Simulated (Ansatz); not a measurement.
**Lattice dynamics of Mg3SnO (built on the sites of a database entry of Sr3SnO)**

The cell of Mg3SnO (built on the sites of a database entry of Sr3SnO) is at rest. What are its phonons? After the zone centre comes a 4×4×4 q mesh on a 8×8×8 k mesh.

Main program and level: Ansatz 0.2.0; DFT RPBE, scalar-relativistic, plane waves, PAW.

The structure was built from a prototype and need not be the compound's stable phase.

## Step 1: The starting structure

It takes space group Pm-3m (No. 221, cubic). Conventional cell: a = 4.437 Å, b = 4.437 Å, c = 4.437 Å, α = 90.00°, β = 90.00°, γ = 90.00°. Mg has 2 O at 2.22 Å nearest. Nearest to Sn lie 12 Mg at 3.14 Å. Nearest to O lie 6 Mg at 2.22 Å. Farther neighbours and most contacts between anions are not listed.

## Step 2: Modes at Γ

The cell comes from relaxations at this level that are not shown. The zone centre comes first: it holds the modes that light can see, as far as symmetry allows. No field response is asked, since the mesh shows no gap.

Contents of input.yaml:

```yaml
crystal:
  lattice:
    - [4.4372553971, 0.0, 0.0]
    - [0.0, 4.4372553971, 0.0]
    - [0.0, 0.0, 4.4372553971]
  atoms:
    - { symbol: Mg, position: [0.0, 0.5, 0.5] }
    - { symbol: Mg, position: [0.5, 0.0, 0.5] }
    - { symbol: Mg, position: [0.5, 0.5, 0.0] }
    - { symbol: Sn, position: [0.0, 0.0, 0.0] }
    - { symbol: O, position: [0.5, 0.5, 0.5] }
kpoints:
  mp_grid: { grid: [8, 8, 8] }
hamiltonian:
  xc: rpbe
scf:
  occupations: { method: methfessel_paxton, width: 0.2 }
output:
  eigenvalues: true
phonons:
  method: dfpt
```

Launch:

```bash
> ansatz run input.yaml --threads 8 --pin off --max-ram 14336MiB --backend cpu --events-out ev --progress --plain --runs-dir out
```

Then come: phonons on a q mesh; another isotope, element Mg, natural mass 24.305 amu; another isotope, element O, natural mass 15.999 amu; another isotope, element Sn, natural mass 118.71 amu. Settings of the main run: cutoff 420 eV, 8×8×8 k-mesh, 4×4×4 q-mesh, Methfessel-Paxton occupations, smearing width 0.2 eV.

**Question.** What will these runs give for the highest optical mode at the zone centre and lowest optical zone-centre mode?

At high temperature every mode holds k_B, so the heat capacity tends to 3R = 24.94 J/(mol K) a mole of atoms; it reaches 24.76 at 1000 K. The structure is a minimum as far as tested: no mode is imaginary at the 10 irreducible wavevectors of the 4×4×4 mesh, and the softest away from the acoustic zeros lies at 59 cm⁻¹. The optical modes at Γ span 144 to 282 cm⁻¹.

| Quantity | Value |
| --- | --- |
| volume per atom | 17.5 Å³ |
| electronic character | no gap on this mesh |
| highest optical mode at the zone centre (no LO-TO term) | 282 cm⁻¹ |
| lowest optical zone-centre mode | 144 cm⁻¹ |
| lowest mode on the q mesh (acoustic modes at Γ apart) | 58.9 cm⁻¹ |
| highest frequency on the path or at a solved wavevector | 370 cm⁻¹ |
| heat capacity at 300 K | 23.0 J/(mol atoms K) |
| Debye temperature (second moment) | 386 K |
| imaginary modes on the 4×4×4 q mesh | none |

The highest mode in this list at Γ, 281.5 cm⁻¹, has its largest share on Mg (66 % of the kinetic energy). With no gap, or one that is small against the smearing, the frequencies hang on the k mesh and the smearing, most of all near Kohn anomalies. Spin-orbit coupling is left out, which can matter for the heavy elements here. A phonon run warned that its eigensolver left some bands unconverged in a pass. The starting cell was built on a prototype and not taken from a measurement, so the phase need not exist. These are harmonic frequencies at zero temperature: anharmonic shifts, linewidths and thermal expansion are left out.

[Logs are printed without paths, hosts, clocks, repeated set-up lines and the standing remarks that a program may print on its own settings, such as how far it seeks lower states.]

[Hosts, paths, dates, database ids (printed as entryN), source tags and the programs' standing remarks are cut or masked in the printed files.]
